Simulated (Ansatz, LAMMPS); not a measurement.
# A frame of aqueous N(CH3)4+ and TFSI-, 0.9 mol of salt per kg of water from 300 K (215 atoms): where an added charge goes, part 4 of 4

Does an extra electron or hole in a frame of aqueous N(CH3)4+ and TFSI-, 0.9 mol of salt per kg of water from 300 K (215 atoms) stay spread out, or do the atoms trap it?

Ansatz 0.2.0; Kohn-Sham DFT, PBE+D4, PAW (set soft_2), plane waves.

The cell: 6 C, 2 N, 134 H, 2 S, 65 O and 6 F. The network of contacts between molecules at the start is that of the classical potential that made the cell. Sampling is at Γ alone, for a cell whose shortest periodic width is 13 Å. The liquid is relaxed first.

So far. Step 7 (An extra electron, levels at the relaxed geometry): An extra electron, levels at the relaxed geometry: the energy stands 1.75 eV above that of the reference. An odd electron should give 1 μB; this run ended with the carrier shared between both spins. Step 8 (Neutral at the geometry of the electron): Neutral at the geometry of the electron: the energy stands 0.815 eV below that of the reference.

**9. An extra hole, atoms held**

The electron count changes by one with the atoms held: a vertical process, on a uniform background, with spin and a narrow Fermi–Dirac smearing. Its energy against the neutral cell hangs on the program's zero of potential.

The input, input.yaml:

```yaml
crystal:
  lattice:
    - [13.02916, 0.0, 0.0]
    - [0.0, 13.02916, 0.0]
    - [0.0, 0.0, 13.02916]
  atoms:
    [... the 215 atom lines of step 4 ...]
total_charge: 1
kpoints:
  mp_grid: { grid: [1, 1, 1] }
hamiltonian:
  xc: pbe
  dispersion: d4
scf:
  occupations: { method: fermi_dirac, width: 0.01 }
  lower_state_search: "off"
output:
  forces: true
  stress: true
  populations: true
  dos:
    method: { smearing: { sigma: 0.1 } }
    de: 0.1
    projected: { site_lists: { C: [C], F: [F], H: [H], "N": ["N"], O: [O] } }
  eigenvalues: true
  write_density: true
  write_potential: true
  volumetric_format: npy
magnetization:
  spin_polarized: true
  initial_magnetization: 1
```

The run is started by

```console
ansatz run input.yaml --threads 4 --pin off --max-ram 8192MiB --backend cpu --events-out ev --progress --plain --runs-dir out
```

Numbers of over 12 decimals in the logs are rounded to 6 here.

Output:

```text
[...]
Pseudopotentials: kind: paw
Pseudopotential: C, paw, valence charge 4, recommended cutoff 420 eV (normal), C.paw.azcp
Pseudopotential: N, paw, valence charge 5, recommended cutoff 420 eV (normal), N.paw.azcp
Pseudopotential: H, paw, valence charge 1, recommended cutoff 420 eV (normal), H.paw.azcp
Pseudopotential: S, paw, valence charge 6, recommended cutoff 420 eV (normal), S.paw.azcp
Pseudopotential: O, paw, valence charge 6, recommended cutoff 420 eV (normal), O.paw.azcp
Pseudopotential: F, paw, valence charge 7, recommended cutoff 420 eV (normal), F.paw.azcp
[... 5 lines on functional and potentials left out ...]
Crystal: 215 atoms, lattice volume = 2211.817 Å³
Basis set: ecut = 420 eV, 43387 PW (Γ), exchange–correlation on 180×180×180 points (8 copies of the dense FFT grid, shifted against one another)
Bands: 521, of which v1, the nominal top of the filled ones, is band 306 counted from 1 (305 counted from 0)
Symmetry: 1 space group operations
Space group: P1 (ITA 1), of the structure as read, at distance tolerance 1.3e-4 Å
Magnetic group: BNS 1.1 (UNI 1), of the structure as read, at distance tolerance 1.3e-4 Å
k-points: 1
[... 13 lines on functional and potentials left out ...]
Starting moments: Σ|m| = 1 μB on 215 of 215 sites
Initial wavefunctions: pseudopotential atomic-orbital guess
[...]
SCF iter   1: F=—  HF=-48056.057871 eV  |F-HF|=—  |Δ(HF+E_count)|=         —  Δρ=6.02e-2 (↑5.95e-2 ↓6.02e-2)  dr2=2.85e2  dr2_m=2.31e-1  M=1.000 μB ∫|m|=1.058 μB  β_m=1.00  ethr=3.10e-3  ⟨swp⟩=5.0  Hψ=4364  notcnv=0  defer=260
preconditioner: auto → Resta (q_TF=auto, 2.202 Å⁻¹)  ε∞=2.0  [insulator: Δε(μ)=0.090 eV  Ē_g=19.043 eV  σ=0.010 eV  W_gap=0.98  n_scr=388 (ndim 8)  ℏωp=19.3 eV  f_vac=0.170  D(μ)=2.22/eV (n_scr^D=0)  ε∞_Penn≈2.0]
spin=Collinear: Resta preconditioning applied to the charge; magnetization (m = ρ↑ − ρ↓) channel mixes plain (no charge-response kernel on spin).
SCF iter   2: F=—  HF=-47986.141461 eV  |F-HF|=—  |Δ(HF+E_count)|=         —  Δρ=2.88e-2 (↑2.84e-2 ↓2.88e-2)  dr2=5.94e1  dr2_m=3.12e-1  M=0.977 μB ∫|m|=1.040 μB  β_m=0.30  ethr=3.10e-3  ⟨swp⟩=3.0  Hψ=1834  notcnv=0  defer=412
Mixer restart at iter 2: flushing history
[...]
SCF iter  15: F=—  HF=-47971.487068 eV  |F-HF|=—  |Δ(HF+E_count)|=   1.06e-1  Δρ=3.55e-3 (↑2.93e-3 ↓3.55e-3)  dr2=1.55e0  dr2_m=3.65e-3  M=0.099 μB ∫|m|=0.128 μB  β_m=0.30  ethr=2.51e-4  ⟨swp⟩=1.0  Hψ=626  notcnv=0  defer=416
Mixer restart at iter 15: flushing history
spin-set hold released at iteration 15 (site moments' squared step at or under half its running peak, from the soft ceiling on): the magnetisation degrees of freedom join the quasi-Newton model from the next iteration; the mixer history was flushed
SCF iter  16: F=—  HF=-47971.613249 eV  |F-HF|=—  |Δ(HF+E_count)|=   1.26e-1  Δρ=4.90e-3 (↑3.10e-3 ↓4.90e-3)  dr2=1.82e0  dr2_m=5.43e-2  M=0.394 μB ∫|m|=0.413 μB  β_m=0.24  ethr=2.51e-4  ⟨swp⟩=3.0  Hψ=1244  notcnv=0  defer=416
SCF iter  17: F=—  HF=-47971.543461 eV  |F-HF|=—  |Δ(HF+E_count)|=   6.98e-2  Δρ=6.25e-3 (↑3.43e-3 ↓6.25e-3)  dr2=3.38e0  dr2_m=4.62e-2  M=0.337 μB ∫|m|=0.365 μB  β_m=0.18  ethr=2.51e-4  ⟨swp⟩=2.0  Hψ=1210  notcnv=0  defer=412
[...]
SCF iter  43: F=—  HF=-47971.407292 eV  |F-HF|=—  |Δ(HF+E_count)|=   7.44e-7  Δρ=1.21e-5 (↑6.39e-6 ↓1.21e-5)  dr2=3.99e-6  dr2_m=1.07e-6  M=0.993 μB ∫|m|=1.065 μB  β_m=0.13  ethr=4.59e-9  ⟨swp⟩=1.0  Hψ=626  notcnv=0  defer=416
SCF iter  44: F=—  HF=-47971.407292 eV  |F-HF|=—  |Δ(HF+E_count)|=   1.03e-7  Δρ=1.28e-5 (↑4.74e-6 ↓1.28e-5)  dr2=5.72e-6  dr2_m=1.01e-6  M=0.993 μB ∫|m|=1.065 μB  β_m=0.13  ethr=6.54e-10  ⟨swp⟩=2.0  Hψ=790  notcnv=0  defer=416
Error: SIGTERM received: cancelled by the caller after 44 completed SCF iterations
```

Wall time 1.7 min (4 threads of Intel Xeon 6975P-C (Granite Rapids), shared host); peak memory 5.8 GiB; 6.4 min of CPU time.

Residual by cycle:

cycle, log10 residual and a bar from the least value:
```
        1        2.5 ##############################
        5        0.8 ########################
        9        0.4 ######################
       13        0.9 ########################
       17        0.5 ######################
       21       -0.5 ###################
       24       -0.8 ##################
       28       -0.8 #################
       32       -2.4 ###########
       36       -2.6 ##########
       40       -3.9 #####
       44       -5.2
```

The run was cut off at its time limit.

After 44 cycles the residual stands at 5.7e-6.

The program's message: “Error: SIGTERM received: cancelled by the caller after 44 completed SCF iterations”

The session had allowed this step about 1.7 min.

**10. Energies and spread of the extra charge**

Energies are differences within one cell and functional; the shift is the gain plus the neutral cell's energy at the new geometry, that is how much cheaper the vertical process becomes there. The spread is the participation number of the site moments (1/Σw², over the spin inside atomic spheres), with the atom that holds the largest share and the spin that the spheres hold in all.

```tsv
carrier	charged less neutral, atoms held (eV)	gain on relaxing (eV)	neutral cell at that geometry, less the reference (eV)	shift of the vertical energy (eV)	spread, atoms held	spread, relaxed
electron *	2.537	0.787	-0.815	-0.028	-	-
```

* The relaxation stopped at its limit.

**11. Findings**

The cell with the extra electron gains 0.79 eV on relaxing, but the reference isn't at a minimum: the neutral cell itself lies 0.81 eV lower at the new geometry, which leaves a shift of -0.028 eV. The cell with the electron keeps a moment of only 0.00 μB where one unpaired electron should give 1 μB: the carrier is shared between both spins, which can hide trapping. The runs for the hole were not obtained.

**Limits.** Single energies of charged cells hang on the program's zero of potential. In the spin-polarised runs the search for a state of lower energy was switched off. No distortion was seeded, so a trapped state behind a barrier can't be found. Local and semilocal functionals favour spread-out charges, so trapping can be missed. The density was typed from a rule of thumb and may lie off the real one at this temperature. Charged cells carry a uniform background, with no correction for images.

The DFT runs together took 42 min of wall time.

[Logs are printed without paths, hosts, clocks, repeated set-up lines and the standing remarks that a program may print on its own settings, such as how far it seeks lower states.]

[Hosts, paths, dates, database ids (printed as entryN), source tags and the programs' standing remarks are cut or masked in the printed files.]
